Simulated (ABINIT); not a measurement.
CsMgF3 (Pm-3m): G0W0 with ABINIT, start to end. Symmetry: Pm-3m, No. 221, cubic system. The conventional cell has a = 4.252 Å, b = 4.252 Å, c = 4.252 Å, α = 90.00°, β = 90.00°, γ = 90.00°. Cs has 12 F at 3.01 Å nearest. Nearest to Mg lie 6 F at 2.13 Å. F has 2 Mg at 2.13 Å and 4 Cs at 3.01 Å nearest. Farther neighbours and most contacts between anions are not listed. The calculation used RPA screening on PBEsol with spin-orbit coupling, plane waves, norm-conserving pseudopotentials (and 2 further levels or steps) in ABINIT 10.8.3, with cutoff 38 Ha, PseudoDojo fully relativistic 0.4 standard, norm-conserving, ngkpt (2, 2, 2), nband 114, ecuteps 3.6 Ha, shiftk (0, 0, 0), symchi 1, awtr 1, frequency ppm, 2×2×2 k-mesh in one of its runs. The PBEsol gap is 6.42 eV, direct. The G0W0 gap on the mesh is 9.80 eV, the GW settings are 2×2×2 mesh, 114 bands, screening to 98 eV, Godby-Needs plasmon pole and the known limits are not at the basis limit; screening head approximate; coarse k mesh. It took 5 runs, 6.1 min in all on 4 MPI ranks of Arm Neoverse V2, shared host (the runs of this entry). G0W0 moves the gap on the mesh from 6.42 eV to 9.80 eV (+3.38 eV), with Z of 0.81 and 0.88 at the edges. Local fields lower the RPA ε∞ on this mesh from 2.94 to 2.74; a Γ-centred mesh this coarse tends to raise both, most where the direct gap is narrow, while a short band sum lowers them. The program's warnings: Neglecting <n,k|[Vnl,iqr]|m,k>. The cell and positions are those that the Materials Project relaxed with its own functionals (PBE, PBE+U or r2SCAN), kept fixed. Limits: screening head approximate. Only 1 of the mesh's irreducible points was corrected, so a valley elsewhere could overtake. Bands and cutoff are finite, so the gap is not at the basis limit. The miss can reach some tenths of an eV and take either sign; the mesh is an error of its own. The 2×2×2 mesh is coarse for this cell, which bears on the long-range parts of exchange and screening.

[Runs of the session that timed out or met a known fault of the program may be left out.]

[Hosts, paths, dates, database ids (printed as entryN), source tags and the programs' standing remarks are cut or masked in the printed files.]

[G0W0 gaps are taken among the corrected bands and points alone; a level outside them can change the order at an edge.]

[Where Ansatz stands beside ABINIT at settings called matched, ABINIT's density can come from a denser mesh and the files from another edition; pairs whose starting gaps differed by over 0.03 eV were left out, so agreement reads better than it is.]
